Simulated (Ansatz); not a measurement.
## Quasiparticle gap of KMgF3 (Pm-3m)

How far does one-shot GW move the PBE gap of KMgF3 (Pm-3m)?

Program: Ansatz 0.2.0. Level of theory: PBE, then G0W0 on it, plane waves, PAW. Results are calculated unless marked as measured.

## 1. The structure

It takes space group Pm-3m (No. 221, cubic). Conventional cell: a = 3.986 Å, b = 3.986 Å, c = 3.986 Å, α = 90.00°, β = 90.00°, γ = 90.00°. Nearest to K lie 12 F at 2.82 Å. Nearest to Mg lie 6 F at 1.99 Å. Nearest to F lie 2 Mg at 1.99 Å and 4 K at 2.82 Å. Farther neighbours and most contacts between anions are not listed.

Structure file:

```cif
data_structure
_symmetry_space_group_name_H-M 'P 1'
_symmetry_Int_Tables_number 1
_cell_length_a 3.9859
_cell_length_b 3.9859
_cell_length_c 3.9859
_cell_angle_alpha 90.000
_cell_angle_beta 90.000
_cell_angle_gamma 90.000
_cell_volume 63.33
loop_
_atom_site_label
_atom_site_type_symbol
_atom_site_fract_x
_atom_site_fract_y
_atom_site_fract_z
_atom_site_occupancy
K1 K 0.50000 0.50000 0.50000 1
Mg2 Mg 0.00000 0.00000 0.00000 1
F3 F 0.50000 0.00000 0.00000 1
F4 F 0.00000 0.50000 0.00000 1
F5 F 0.00000 0.00000 0.50000 1
```

The cell and positions come from the Crystallography Open Database and are kept as given unless a step says otherwise. The default PAW set here is soft_2. Its files were made with PBE.

## 2. Bands along the symmetry lines

Levels along a band path and on the mesh show where this functional puts the band edges.

This step: DFT, PBE, plane waves, PAW.

input.yaml reads:

```yaml
crystal:
  lattice:
    - [3.9859, 0.0, 0.0]
    - [0.0, 3.9859, 0.0]
    - [0.0, 0.0, 3.9859]
  atoms:
    - { symbol: K, position: [0.5, 0.5, 0.5] }
    - { symbol: Mg, position: [0.0, 0.0, 0.0] }
    - { symbol: F, position: [0.5, 0.0, 0.0] }
    - { symbol: F, position: [0.0, 0.5, 0.0] }
    - { symbol: F, position: [0.0, 0.0, 0.5] }
kpoints:
  mp_grid: { grid: [6, 6, 6] }
  band_path:
    path:
      - [[0.0, 0.0, 0.0], [0.0, 0.5, 0.0], [0.5, 0.5, 0.0], [0.0, 0.0, 0.0], [0.5, 0.5, 0.5], [0.0, 0.5, 0.0]]
      - [[0.5, 0.5, 0.5], [0.5, 0.5, 0.0]]
    npoints: 10
hamiltonian:
  xc: pbe
scf:
  occupations: { method: fermi_dirac, width: 0.02 }
  n_extra_bands: 5
output:
  forces: true
  stress: true
  eigenvalues: true
  write_density: true
  write_potential: true
  elf: true
  volumetric_format: npy
```

The run is started by

```console
ansatz run input.yaml --threads 3 --pin off --max-ram 64512MiB --backend cuda --events-out ev --progress --plain --runs-dir out --devices 1 --max-vram 24GiB  # rebuilt from the run's record
```

Numbers of over 12 decimals in the logs are rounded to 6 here.

Output:

```text
scf.n_extra_bands = 5 over 20 filled bands (N_el = 40.0): the run solves 25 bands
GPUs: using 1 of 1 available (devices: 1).
Engine: ansatz 0.2.0, x86_64-unknown-linux-gnu
Pseudopotentials: kind: paw
Pseudopotential: K, paw, valence charge 9, recommended cutoff 420 eV (normal), K.paw.azcp
Pseudopotential: Mg, paw, valence charge 10, recommended cutoff 420 eV (normal), Mg.paw.azcp
Pseudopotential: F, paw, valence charge 7, recommended cutoff 420 eV (normal), F.paw.azcp
Functional definition: PBE
  parameter kappa = 0.804
  parameter beta = 0.066725
  exchange = pbe_x(kappa = kappa, mu = beta*pi^2/3)
  correlation = pbe_c(beta = beta)
device memory: the entry about to start is reckoned to put 0.9 GiB on a device that reports 69.3 GiB free (of which the cap on the GPU budget leaves the run 24.0 GiB)
GPU FFT provider: cuFFT
GPU libraries: cuBLAS 13.8.2, cuFFT 12.4.0, cuSOLVER 12.3.4
Crystal: 5 atoms, lattice volume = 63.326 Å³
Basis set: ecut = 420 eV, 1237 PW (Γ), exchange–correlation on 54×54×54 points (8 copies of the dense FFT grid, shifted against one another)
Bands: 25, of which v1, the nominal top of the filled ones, is band 20 counted from 1 (19 counted from 0)
Symmetry: 48 space group operations
Space group: Pm-3m (ITA 221), of the structure as read, at distance tolerance 4.0e-5 Å
k-points: 20 of 216
Non-local potential: K, projectors of the file, l = 0: 3, l = 1: 2, l = 2: 2
Non-local potential: Mg, projectors of the file, l = 0: 3, l = 1: 2, l = 2: 1
Non-local potential: F, projectors of the file, l = 0: 2, l = 1: 2, l = 2: 1
PAW form: soft (Blöchl's): semilocal exchange-correlation on the pseudo side does not see the compensation charge
PAW one-centre angular grid: K, 110 points (default); XC on 64 Gauss nodes
PAW one-centre angular grid: Mg, 110 points (default); XC on 64 Gauss nodes
PAW one-centre angular grid: F, 110 points (default); XC on 64 Gauss nodes
Initial density: superposition of atomic densities (neutral atoms: chi_scale 0, normalization atom), corrected by the library's trained network
Initial wavefunctions: pseudopotential atomic-orbital guess
GPU buffer pool allocated for 19683 grid points (all kernels)
GPU transforms: local potential and band sums: pruned to the plane-wave sphere, on 27×27×27
Functional: x = pbe(κ = 0.804, μ = 0.219515), c = pbe(β = 0.066725)
SCF iter   1: F=—  HF=-5894.699899 eV  |F-HF|=—  |Δ(HF+E_count)|=         —  Δρ=4.79e-4  dr2=3.67e-5  ethr=1.77e-3  ⟨swp⟩=6.2  Hψ=2425  notcnv=0
preconditioner: auto → Resta (q_TF=auto, 2.527 Å⁻¹)  ε∞=2.9  [insulator: Δε(μ)=7.328 eV  Ē_g=19.231 eV  σ=0.020 eV  W_gap=1.00  n_scr=18 (ndim 8)  ℏωp=26.4 eV  f_vac=0.032  D(μ)=0.00/eV (n_scr^D=0)  ε∞_Penn≈2.9]
SCF iter   2: F=—  HF=-5894.699527 eV  |F-HF|=—  |Δ(HF+E_count)|=   3.72e-4  Δρ=3.25e-4  dr2=2.74e-5  ethr=9.17e-8  ⟨swp⟩=3.0  Hψ=1413  notcnv=0  defer=15
SCF iter   3: F=—  HF=-5894.699643 eV  |F-HF|=—  |Δ(HF+E_count)|=   1.16e-4  Δρ=1.44e-4  dr2=5.95e-6  ethr=6.84e-8  ⟨swp⟩=2.0  Hψ=780  notcnv=0  defer=16
SCF iter   4: F=—  HF=-5894.699660 eV  |F-HF|=—  |Δ(HF+E_count)|=   1.69e-5  Δρ=5.67e-5  dr2=1.31e-6  ethr=1.49e-8  ⟨swp⟩=2.2  Hψ=760  notcnv=0  defer=16
SCF iter   5: F=—  HF=-5894.699661 eV  |F-HF|=—  |Δ(HF+E_count)|=   1.07e-6  Δρ=2.45e-5  dr2=2.64e-7  ethr=3.29e-9  ⟨swp⟩=2.5  Hψ=885  notcnv=0  defer=16
SCF iter   6: F=-5894.699661 eV  HF=-5894.699661 eV  |F-HF|=3.01e-9  |Δ(HF+E_count)|=   7.87e-9  Δρ=3.80e-6  dr2=6.71e-9  ethr=2.50e-10  ⟨swp⟩=12.0  Hψ=3671  notcnv=0
SCF 1 converged in 6 iterations: F = -5894.699661 eV  dr2 = 6.71e-9
  greatest PAW one-centre occupation: 1.000 electrons in one spin orbital (limit 2), on the Mg atom at site 1 (counted from 0), in its partial waves of l = 0
device memory: the entry about to start is reckoned to put 1.4 GiB on a device that reports 66.9 GiB free (of which the cap on the GPU budget leaves the run 24.0 GiB)
NSCF: frozen V_eff on 62 k-points, pencils in batches of 32, up to order 112
SCF converged after 6 iterations
Free energy (F): -5894.699661 eV
Harris-Foulkes:  -5894.699661 eV  (|F-HF|=3.01e-9)
Internal energy: -5894.699661 eV  (E = F + TS)
E sigma→0 (E₀):  -5894.699661 eV
Fermi energy:    6.542794 eV
--- Per-component energies (eV) ---
  E_band       = -499.946103
  E_kinetic    = 956.883895
  E_local      = -3733.150810  (includes V_loc(G=0)·N_el)
  E_nonlocal   = 327.932575
  E_hartree    = 1358.730558
  E_xc         = -407.271715
  E_vxc        = -513.984932  (∫ρ·V_xc dr)
  E_paw        = -1676.192795  (= ΣΔE_a)
  E_vpaw       = -255.091390  (= ΣTr[D̂ρ^β])
  E_aug_tail   = 0.006186  (compensation charges beyond the density's cutoff)
  E_ewald      = -2721.637555
  E_smearing   = -0.000000  (= −TS)
  E_closure    = -0.000000  (closes the sum)
  Σ components = -5894.699661   (vs F -5894.699661, Δ=0.00e0)
--- Forces (eV/Å), atoms counted from 1 ---
  atom   1  K     -0.00000000    -0.00000000     0.00000000
  atom   2  Mg    -0.00000000    -0.00000000     0.00000000
  atom   3  F     -0.00000000    -0.00000000     0.00000000
  atom   4  F     -0.00000000     0.00000000     0.00000000
  atom   5  F     -0.00000000    -0.00000000     0.00000000
  max |Σ_I F_I| component: 9.71e-27 eV/Å
--- Stress (GPa, compression-positive) ---
        3.783550       0.000000       0.000000
       -0.000000       3.783550       0.000000
        0.000000       0.000000       3.783550
  P = ⅓ Tr σ = 3.7836 GPa (37.836 kbar)
--- Band table (eV; the first three rows and the last of 20) ---
  k-point 0: bands = [... 16 lower, 2.2270, 2.5304, 2.5304, 2.5304, 10.1856, 12.9408, 12.9408, 15.0659, ... 1 higher]
  k-point 1: bands = [... 16 lower, 2.1708, 2.2739, 2.4776, 2.4776, 10.6666, 13.1827, 13.2273, 15.1884, ... 1 higher]
  k-point 2: bands = [... 16 lower, 2.0535, 2.0535, 2.3744, 2.3744, 11.8416, 13.6901, 13.6942, 15.4707, ... 1 higher]
  k-point 19: bands = [... 16 lower, 1.7428, 2.8511, 2.8511, 2.8511, 13.3132, 13.3132, 13.3132, 16.8149, ... 1 higher]
```

The job ended after 3.2 s (1 × NVIDIA H100 80GB HBM3 (shared by 3 runs) with 3 threads of AMD EPYC 7R13 (Zen 3), shared host; peak memory 0.96 GiB; 3.1 s of CPU time).

This step gave:

| Property | Result |
| --- | --- |
| pressure | 3.784 GPa |
| filled bands | 20 |
| gap | 7.334 eV |
| valence top at | R |
| conduction bottom at | Γ |
| least direct gap | 7.655 eV |

Over mesh and path the gap is 7.334 eV, from k = (0.500, 0.500, 0.500) to k = Γ. The least direct gap found is 7.655 eV, at k = Γ.

Electronic bands along the path, in eV, zero at the top of the highest nominally filled band:

| point | band 17 | band 18 | band 19 | band 20 | band 21 | band 22 | band 23 | band 24 |
| --- | --- | --- | --- | --- | --- | --- | --- | --- |
| Γ | -0.62 | -0.32 | -0.32 | -0.32 | 7.33 | 10.09 | 10.09 | 12.21 |
| halfway | -0.74 | -0.74 | -0.43 | -0.43 | 8.35 | 10.58 | 10.65 | 12.47 |
| X | -0.86 | -0.86 | -0.53 | -0.53 | 10.13 | 10.48 | 11.12 | 12.78 |
| halfway | -0.95 | -0.74 | -0.65 | -0.27 | 10.74 | 10.82 | 11.67 | 12.60 |
| M | -1.04 | -0.89 | -0.89 | -0.02 | 10.93 | 11.69 | 12.65 | 12.65 |
| halfway | -0.84 | -0.60 | -0.58 | -0.31 | 9.15 | 10.97 | 11.26 | 12.44 |
| Γ | -0.62 | -0.32 | -0.32 | -0.32 | 7.33 | 10.09 | 10.09 | 12.21 |
| halfway | -1.21 | -0.35 | -0.35 | -0.32 | 9.68 | 11.39 | 11.39 | 12.39 |
| R | -1.11 | 0.00 | 0.00 | 0.00 | 10.46 | 10.46 | 10.46 | 13.96 |
| halfway | -1.09 | -0.38 | -0.37 | -0.22 | 10.72 | 11.01 | 11.63 | 12.17 |
| X | -0.86 | -0.86 | -0.53 | -0.53 | 10.13 | 10.48 | 11.12 | 12.78 |
| jump to R | -1.11 | 0.00 | 0.00 | 0.00 | 10.46 | 10.46 | 10.46 | 13.96 |
| halfway | -1.11 | -0.31 | -0.31 | -0.01 | 10.70 | 11.13 | 11.13 | 12.42 |
| M | -1.04 | -0.89 | -0.89 | -0.02 | 10.93 | 11.69 | 12.65 | 12.65 |

Electrostatic potential energy in the ac plane at fractional y = 0.000, with atoms of Mg and F within 0.2 Å of it. With pseudopotentials it is smooth inside the atoms' cores, unlike the true potential.

Values in eV, 14 rows by 14 columns, each cell a mean:
```
-56 -48 -18   0   4 -16 -33 -37 -31  -8   4  -3 -29 -51
-36 -25  -6   3   6   0 -15 -21 -12   4   6   1 -11 -29
 -5  -2   2   6   8   9   8   6   8   9   8   5   1  -3
  3   5   6   8   9  10  10  10  10  10   9   8   6   4
-13  -5   7   9  10  10  10  10  10  10  10   9   4  -8
-36 -28  -3  10  10  10  10  10  10  10  10   8 -12 -31
-39 -35 -11   9  10  10  10  10  10  10  10   6 -21 -37
-38 -31  -6  10  10  10  10  10  10  10  10   8 -15 -33
-23 -13   5  10  10  10  10  10  10  10  10   9   0 -16
  2   4   7   9  10  10  10  10  10  10   9   8   6   4
 -1   0   4   7   9  10  10   9  10   9   8   6   3   0
-23 -15  -3   4   7   5  -6 -11  -3   7   6   2  -6 -18
-56 -44 -15   0   4 -13 -31 -35 -28  -5   5  -2 -25 -48
-57 -56 -23  -1   2 -23 -38 -39 -36 -13   3  -5 -36 -56
```
Columns run along a (4.0 Å; values clipped at the 3rd and 97th percentile), rows up along c (4.0 Å). Atoms in or near the plane, at fractional coordinates: Mg at (0.00, 0.00), F at (0.50, 0.00), F at (0.00, 0.50).

ELF in the ac plane at fractional y = 0.000, with atoms of Mg and F within 0.2 Å of it. It is the smooth field of the valence electrons, not physical close to the nuclei.

Values, 14 rows by 14 columns, each cell a mean:
```
0.31 0.39 0.22 0.12 0.60 0.80 0.73 0.64 0.75 0.78 0.45 0.09 0.31 0.37
0.35 0.29 0.09 0.09 0.48 0.76 0.80 0.80 0.80 0.70 0.35 0.06 0.16 0.31
0.11 0.08 0.05 0.05 0.21 0.51 0.67 0.71 0.64 0.41 0.14 0.04 0.06 0.09
0.47 0.43 0.28 0.09 0.05 0.17 0.33 0.39 0.29 0.11 0.04 0.14 0.35 0.45
0.79 0.77 0.63 0.31 0.07 0.03 0.06 0.09 0.05 0.03 0.11 0.41 0.70 0.78
0.69 0.78 0.77 0.56 0.20 0.02 0.01 0.01 0.01 0.05 0.29 0.64 0.80 0.75
0.48 0.70 0.80 0.64 0.28 0.04 0.01 0.01 0.01 0.09 0.39 0.71 0.80 0.64
0.64 0.76 0.78 0.59 0.23 0.03 0.01 0.01 0.01 0.06 0.33 0.67 0.80 0.73
0.80 0.80 0.70 0.41 0.11 0.02 0.03 0.04 0.02 0.03 0.17 0.51 0.76 0.80
0.62 0.58 0.40 0.14 0.05 0.11 0.23 0.28 0.20 0.07 0.05 0.21 0.48 0.60
0.14 0.12 0.07 0.04 0.14 0.41 0.59 0.64 0.56 0.31 0.09 0.05 0.09 0.12
0.26 0.19 0.06 0.07 0.40 0.70 0.78 0.80 0.77 0.63 0.28 0.05 0.09 0.22
0.36 0.39 0.19 0.12 0.58 0.80 0.76 0.70 0.78 0.77 0.43 0.08 0.29 0.39
0.22 0.36 0.26 0.14 0.62 0.80 0.64 0.48 0.69 0.79 0.47 0.11 0.35 0.31
```
Columns run along a (4.0 Å), rows up along c (4.0 Å). Atoms in or near the plane, at fractional coordinates: Mg at (0.00, 0.00), F at (0.50, 0.00), F at (0.00, 0.50).

(Part 1 of 2 ends here.)

[Paths, hosts, dates, memory and timing lines, banners, echoed tables and standing remarks are left out of the program output.]

[Logs are printed without paths, hosts, clocks, repeated set-up lines and the standing remarks that a program may print on its own settings, such as how far it seeks lower states.]

[Runs of the session that timed out or met a known fault of the program may be left out.]

[Cells called generated may have been cut or substituted from an entry of the Crystallography Open Database or the Materials Project.]

[Hosts, paths, dates, database ids (printed as entryN), source tags and the programs' standing remarks are cut or masked in the printed files.]

[Where an RPA ε∞ is given, it is that of the G0W0 mesh and is not shown converged in it. Names of k-points follow the symmetry that the program found, which can be lower than the space group named. Band edges on a path are those of the sampled points; other points can move an edge, and change direct to indirect where valleys lie close.]

[Hybrid gaps are those of their k-mesh and are not shown converged in it.]
